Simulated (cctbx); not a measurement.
## Sr2MnPbO6 across an absorption edge

Space group Fm-3m (no. 225), a = 8.0950 Å, b = 8.0950 Å, c = 8.0950 Å, α = 90.00°, β = 90.00°, γ = 90.00°.

| atom | mult. | x | y | z | Ueq (Å²) |
| --- | --- | --- | --- | --- | --- |
| Pb1 | 4 | 1/2 | 0 | 0 | 0.0075 |
| Sr1 | 8 | 1/4 | 1/4 | 3/4 | 0.0056 |
| Mn1 | 4 | 0 | 0 | 0 | 0.0123 |
| O1 | 24 | 0 | 0 | 0.7596 | 0.0209 |

The model was made for the exercise: a known structure type with other elements put in, its volume estimated, not relaxed; displacement parameters are assumed.

Calculated with cctbx: free-atom f′ and f″ from the Sasaki tables, no fine structure; amplitudes in electrons.

| E (eV) | F 2 4 4 | F 1 1 1 | F 3 3 3 | F 4 4 0 |
| --- | --- | --- | --- | --- |
| 5939 | 82.7 | 204.1 | 182.7 | 499.0 |
| 6289 | 80.1 | 206.8 | 185.0 | 495.1 |
| 6419 | 77.7 | 209.4 | 187.3 | 492.1 |
| 6479 | 75.2 | 212.2 | 189.9 | 489.3 |
| 6509 | 72.9 | 214.8 | 192.3 | 486.7 |
| 6524 | 70.5 | 217.6 | 194.8 | 484.1 |
| 6531 | 68.3 | 220.2 | 197.2 | 481.7 |
| 6535 | 66.0 | 222.9 | 199.7 | 479.2 |
| 6543 | 71.0 | 221.4 | 198.1 | 480.2 |
| 6547 | 73.5 | 218.1 | 195.1 | 483.2 |
| 6554 | 75.7 | 215.2 | 192.5 | 485.7 |
| 6569 | 78.1 | 212.1 | 189.6 | 488.5 |
| 6599 | 80.5 | 208.9 | 186.7 | 491.2 |
| 6689 | 83.7 | 204.6 | 182.7 | 494.6 |
| 6939 | 86.7 | 199.9 | 178.4 | 497.5 |

**Question.** Which edge is crossed, and why do the reflections move as they do?

The K edge of Mn. The edge is at 6539 eV. f′ of Mn falls from -3.7 e at 6419 eV to -7.3 e at 4 eV below it, and f″ steps from 0.46 to 3.95 e across it. Over that approach |F| changes by -15 % (2 4 4), +6 % (1 1 1), +7 % (3 3 3) and -3 % (4 4 0): a reflection falls where Mn scatters in phase with the total and rises where it scatters against it; it hardly moves where the Mn term is small or cancels by symmetry. Above the edge the larger f″ enters the imaginary part, where it can add to or cancel the other atoms' f″. The structure is centrosymmetric, so Friedel mates stay equal.
